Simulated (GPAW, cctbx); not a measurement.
# Reading charge transfer from structure factors

Ag2SnI6, Fm-3m (no. 225), a = 11.3856 Å, b = 11.3856 Å, c = 11.3856 Å, α = 90.00°, β = 90.00°, γ = 90.00°.

```csv
atom,mult.,x,y,z
I1,24,0,0,0.7482
Sn1,4,0,0,0
Ag1,8,1/4,1/4,3/4
```

The cell comes from substitution in a known structure type and wasn't matched to any measured phase.

Absolute values of the static structure factors of the conventional cell from DFT (PBE, GPAW) against free spherical atoms, in electrons:

| hkl | d (Å) | free atoms | crystal |
| --- | --- | --- | --- |
| 111 | 6.574 | 177.50 | 177.49 |
| 020 | 5.693 | 231.20 | 232.56 |
| 022 | 4.025 | 140.64 | 137.76 |
| 131 | 3.433 | 178.41 | 178.29 |
| 222 | 3.287 | 1248.78 | 1249.56 |
| 040 | 2.846 | 1538.42 | 1538.42 |
| 133 | 2.612 | 182.11 | 181.44 |
| 042 | 2.546 | 196.23 | 196.09 |
| 242 | 2.324 | 123.56 | 124.53 |
| 333 | 2.191 | 186.83 | 185.89 |

**Question.** Which way does charge move, and which reflections show it best?

Project each element's phase sum on the total phase. |F| rises if density moves to atoms that scatter in phase and falls if it moves to atoms that scatter against it; the rule is for low angles, since changes of shape take over beyond. Where all elements are in phase the terms compete, and the compactness of the donor's and the acceptor's density matters too.

| hkl | I in phase | Sn in phase | Ag in phase | change (e) | (%) |
| --- | --- | --- | --- | --- | --- |
| 111 | -0.3 | +4.0 | 0.0 | -0.01 | 0.0 |
| 020 | +8.0 | +4.0 | -8.0 | +1.36 | +0.6 |
| 022 | -8.0 | +4.0 | +8.0 | -2.88 | -2.0 |
| 131 | +0.1 | +4.0 | 0.0 | -0.12 | -0.1 |
| 222 | +24.0 | -4.0 | +8.0 | +0.78 | +0.1 |
| 040 | +24.0 | +4.0 | +8.0 | 0.00 | 0.0 |
| 133 | +0.4 | +4.0 | 0.0 | -0.67 | -0.4 |
| 042 | +8.0 | +4.0 | -8.0 | -0.14 | -0.1 |

Low-angle reflections that set elements apart and change by more than 0.05 e: 020, 022, 131, 222, 133 and 042 (111 hardly moves and tells little). The signs fit a gain of density on I and a loss on Sn and Ag, apart from 042. The best witness is 022, -2.0 %, where I enters with -8.0. The real-space density agrees: Voronoi charges I -0.18, Sn +0.24, Ag +0.41 e. The shortest bond, I–Sn, has Δρ = +0.07 e/Å³ at its midpoint.

[Outputs are excerpts: Python notices, other lines and further rows are left out; steps that failed or that the build refused (PBEsol, TPSS) are not shown.]

[Logs are printed without paths, hosts, clocks, repeated set-up lines and the standing remarks that a program may print on its own settings, such as how far it seeks lower states.]
